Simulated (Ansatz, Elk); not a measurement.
# Bonding as seen by X-rays: Ca3PbS3O

Structure refinements treat a crystal as free atoms side by side. For a made-up structure of Ca3PbS3O (cell and positions from a PBEsol relaxation) the runs below show what the calculated density changes in F(hkl).

Main program and level: Elk 11.2.3 (patched build); DFT, PBE, all-electron APW+lo, Dirac cores, scalar-relativistic bands, static density, no spin.

This account leaves out most program logs.

The structure was built from a prototype and need not be the compound's stable phase.

## 1. The structure

It takes space group Pmmm (No. 47, orthorhombic). The conventional cell has a = 3.879 Å, b = 5.509 Å, c = 7.938 Å, α = 90.00°, β = 90.00°, γ = 90.00°. Nearest to Pb lie 2 O at 2.75 Å and 4 S at 2.83 Å. Ca has 2 O at 2.62 Å and 4 S at 2.77 to 2.93 Å nearest. Ca has 6 S at 2.72 to 2.75 Å nearest. S has 4 Ca at 2.72 to 2.77 Å and 2 Pb at 2.83 Å nearest. S has 6 Ca at 2.75 to 2.93 Å nearest. Nearest to O lie 4 Ca at 2.62 Å and 2 Pb at 2.75 Å. Farther neighbours and most contacts between anions are not listed.

## 2. Ground state and structure factors

An all-electron density is needed, since X-rays see the cores too. Task 0 finds the density and task 195 Fourier-transforms it; tshift is off so that phases refer to the origin typed.

Contents of elk.in:

```
tasks
  0
  195

xctype
  20

spinpol
  .false.

rgkmax
  7.0

gmaxvr
  14.0

lmaxo
  7

lmaxapw
  8

swidth
  0.002

tshift
  .false.

ramdisk
  .false.

hmaxvr
  5.5

maxscl
  120

epspot
  1e-06

sppath
  './'

avec
  7.33059530425 0.00000000000 0.00000000000
  0.00000000000 10.41006155165 0.00000000000
  0.00000000000 0.00000000000 15.00129499697

atoms
  4
  'Pb.in'
  1
  0.0000000000 -0.0000000000 -0.0000000000   0.000000 0.000000 0.000000
  'Ca.in'
  3
  0.5000000000 0.5000000000 0.7772853615   0.000000 0.000000 0.000000
  0.0000000000 -0.0000000000 0.5000000000   0.000000 0.000000 0.000000
  0.5000000000 0.5000000000 0.2227146385   0.000000 0.000000 0.000000
  'S.in'
  3
  0.5000000000 0.0000000000 0.2591391054   0.000000 0.000000 0.000000
  0.5000000000 -0.0000000000 0.7408608946   0.000000 0.000000 0.000000
  -0.0000000000 0.5000000000 0.5000000000   0.000000 0.000000 0.000000
  'O.in'
  1
  -0.0000000000 0.5000000000 -0.0000000000   0.000000 0.000000 0.000000

ngridk
  6 4 3
```

Command:

```sh
$ OMP_NUM_THREADS=4 elk
```

Run time: 56 s. Hardware: 4 threads of Intel Xeon at 2.60GHz (Ice Lake), shared host; peak memory 0.33 GiB; 2.4 min of CPU time.

SFACRHO.OUT:

```text

h k l indices transformed by vhmat matrix:
   1.000000000       0.000000000       0.000000000    
   0.000000000       1.000000000       0.000000000    
   0.000000000       0.000000000       1.000000000    

      h      k      l  multipl.   |H|            Re(F)            Im(F)           |F|

      0      0      0      1   0.0000000       198.00000     -0.73366813E-16   198.00000    
      0      0     -1      2  0.41884286       58.200430     -0.55333540E-14   58.200430    
      0     -1      0      2  0.60356851       67.340676     -0.61235583E-14   67.340676    
      0      1      1      4  0.73465930       58.768326      0.17391987E-14   58.768326    
      0      0     -2      2  0.83768572       54.614031      0.24635641E-13   54.614031    
      1      0      0      2  0.85711802       52.419450      0.69154937E-14   52.419450    
      1      0      1      4  0.95398147       47.905378      0.14659225E-14   47.905378    
      0     -1      2      4   1.0324787       73.832183     -0.57912492E-14   73.832183    
      1     -1      0      4   1.0483064       75.374828      0.31028633E-14   75.374828    
     -1      1      1      8   1.1288824       69.005455     -0.95002021E-16   69.005455    
     -1      0      2      4   1.1984860       155.97387      0.11240460E-13   155.97387    
      0     -2      0      2   1.2071370       157.43842      0.11186746E-13   157.43842    
      0      0     -3      2   1.2565286       39.692915     -0.50789346E-13   39.692915    
      0      2     -1      4   1.2777359       53.855147     -0.79546915E-14   53.855147    
     -1      1      2      8   1.3418881       61.971177      0.12011645E-13   61.971177    
      0      1      3      4   1.3939724       77.553697      0.10480854E-13   77.553697    
      0      2     -2      4   1.4693186       50.657847      0.30386660E-13   50.657847    
      1     -2      0      4   1.4804834       48.821414      0.30046644E-14   48.821414
```

Elk indexes on the primitive cell of elk.in and gives |H| = 4π sin θ/λ in inverse bohr. Below, one row stands for each form hkl of the conventional cell (m members, Friedel mates merged), F is for one primitive cell and the density is static (no thermal factor). Free-atom factors are Waasmaier and Kirfel's, and R is Σm||F|−|F'||/Σm|F|.

| hkl | m | sin θ/λ (Å⁻¹) | abs F, DFT | neutral atoms | diff. |
| --- | --- | --- | --- | --- | --- |
| 001 | 2 | 0.063 | 58.200 | 58.520 | -0.320 |
| 010 | 2 | 0.091 | 67.341 | 67.711 | -0.370 |
| 011 | 4 | 0.111 | 58.768 | 59.215 | -0.447 |
| 002 | 2 | 0.126 | 54.614 | 54.732 | -0.118 |
| 100 | 2 | 0.129 | 52.419 | 52.546 | -0.127 |
| 101 | 4 | 0.143 | 47.905 | 48.085 | -0.179 |
| 012 | 4 | 0.155 | 73.832 | 74.632 | -0.800 |
| 110 | 4 | 0.158 | 75.375 | 76.139 | -0.765 |
| 111 | 8 | 0.170 | 69.005 | 69.243 | -0.237 |
| 102 | 4 | 0.180 | 155.974 | 154.772 | +1.202 |
| 020 | 2 | 0.181 | 157.438 | 156.303 | +1.135 |
| 003 | 2 | 0.189 | 39.693 | 39.767 | -0.074 |
| 021 | 4 | 0.192 | 53.855 | 53.744 | +0.111 |
| 112 | 8 | 0.202 | 61.971 | 62.116 | -0.145 |
| 013 | 4 | 0.210 | 77.554 | 77.643 | -0.089 |
| 022 | 4 | 0.221 | 50.658 | 50.536 | +0.122 |
| 120 | 4 | 0.223 | 48.821 | 48.721 | +0.100 |
| 103 | 4 | 0.229 | 58.345 | 58.183 | +0.163 |
| 121 | 8 | 0.231 | 45.014 | 44.912 | +0.101 |
| 113 | 8 | 0.246 | 41.406 | 41.623 | -0.217 |
| 004 | 2 | 0.252 | 132.218 | 132.191 | +0.027 |
| 122 | 8 | 0.256 | 136.052 | 136.033 | +0.019 |

## 3. The highest occupied states alone

An energy window below the Fermi level keeps the highest occupied states, to see at which angles they scatter; shallow core shells can lie inside it and anion s states outside. No new self-consistency is needed.

Edit elk.in of step 2 so:

```diff
@@ -1,3 +1,2 @@
 tasks
-  0
   195
@@ -40,2 +39,5 @@
 
+wsfac
+  -0.343500 0.507740
+
 sppath
```

Command:

```sh
$ OMP_NUM_THREADS=4 elk
```

The job ended after 21 s (4 threads; peak memory 0.24 GiB; 25 s of CPU time).

States within 15 eV below the Fermi level hold 32.00 electrons; any levels below the window count with the cores. Their amplitudes can exceed the total, where window and core parts have opposite phase:

| hkl | sin θ/λ (Å⁻¹) | abs F, window | abs F, all |
| --- | --- | --- | --- |
| 001 | 0.063 | 0.017 | 58.200 |
| 010 | 0.091 | 2.382 | 67.341 |
| 011 | 0.111 | 1.121 | 58.768 |
| 002 | 0.126 | 1.092 | 54.614 |
| 100 | 0.129 | 1.034 | 52.419 |
| 101 | 0.143 | 1.220 | 47.905 |
| 012 | 0.155 | 10.969 | 73.832 |
| 110 | 0.158 | 10.813 | 75.375 |
| 111 | 0.170 | 0.283 | 69.005 |
| 102 | 0.180 | 10.721 | 155.974 |

## 4. Another functional

The difference from free atoms is small, so it is set against the change that LDA (Perdew-Wang) makes.

Edit elk.in of step 3 so:

```diff
@@ -1,2 +1,3 @@
 tasks
+  0
   195
@@ -4,3 +5,3 @@
 xctype
-  20
+  3
 
@@ -39,5 +40,2 @@
 
-wsfac
-  -0.343500 0.507740
-
 sppath
```

Command:

```sh
$ OMP_NUM_THREADS=4 elk
```

It took 37 s on 4 threads; peak memory 0.27 GiB; 100 s of CPU time.

Against the first run R = 0.03 %; the largest change is -0.112 at 020.

## 5. A coarser k-mesh

About half the k-points along each axis test the sampling.

Edit elk.in of step 4 so:

```diff
@@ -5,3 +5,3 @@
 xctype
-  3
+  20
 
@@ -68,2 +68,2 @@
 ngridk
-  6 4 3
+  3 2 2
```

Command:

```sh
$ OMP_NUM_THREADS=4 elk
```

The job ended after 40 s (4 threads; peak memory 0.34 GiB; 75 s of CPU time).

Against the first run R = 0.02 %; the largest change is +0.044 at 020.

## 6. Settings against the effect

| run | R against the first run (%) | R against neutral atoms, low angle (%) | wall time |
| --- | --- | --- | --- |
| PBE, rgkmax 7 | 0.00 | 0.32 | 56 s |
| LDA (Perdew-Wang) | 0.03 | 0.28 | 37 s |
| k-mesh 3×2×2 | 0.02 | 0.33 | 40 s |

## 7. What came out

| Item | Value |
| --- | --- |
| R against neutral atoms, sin θ/λ < 0.3 Å⁻¹ | 0.32 % |
| R against neutral atoms, 0.3 to 0.53 Å⁻¹ | 0.09 % |

What this shows: Independent neutral atoms miss the calculated amplitudes by R = 0.32 % below 0.3 Å⁻¹ and 0.09 % from there to 0.53 Å⁻¹; by shells, 0.49 % below 0.15 Å⁻¹ (6 forms), 0.30 % 0.15 to 0.3 (28 forms), 0.11 % 0.3 to 0.45 (64 forms), 0.06 % above 0.45 (51 forms). Bonding, aspherical density and the tables' own atoms all enter these figures, and the runs don't part them. The largest change of an amplitude is +1.20 electrons, at 102. The window's part falls from 32.0 electrons at the origin to at most 0.78 between 0.45 and 0.53 Å⁻¹. Below 0.3 Å⁻¹ the changes that finished (LDA (Perdew-Wang) and k-mesh 3×2×2) move F by R = 0.05 % at most, against the 0.32 % that separates it from free atoms. The basis has no finished test. Spin-orbit coupling is left out, which can matter for elements this heavy. Part of the difference isn't bonding: the tables are fits to free atoms and ions calculated by other methods than this functional. Thermal motion, anomalous dispersion and extinction are left out.

[Logs are printed without paths, hosts, clocks, repeated set-up lines and the standing remarks that a program may print on its own settings, such as how far it seeks lower states.]

[Hosts, paths, dates, database ids (printed as entryN), source tags and the programs' standing remarks are cut or masked in the printed files.]
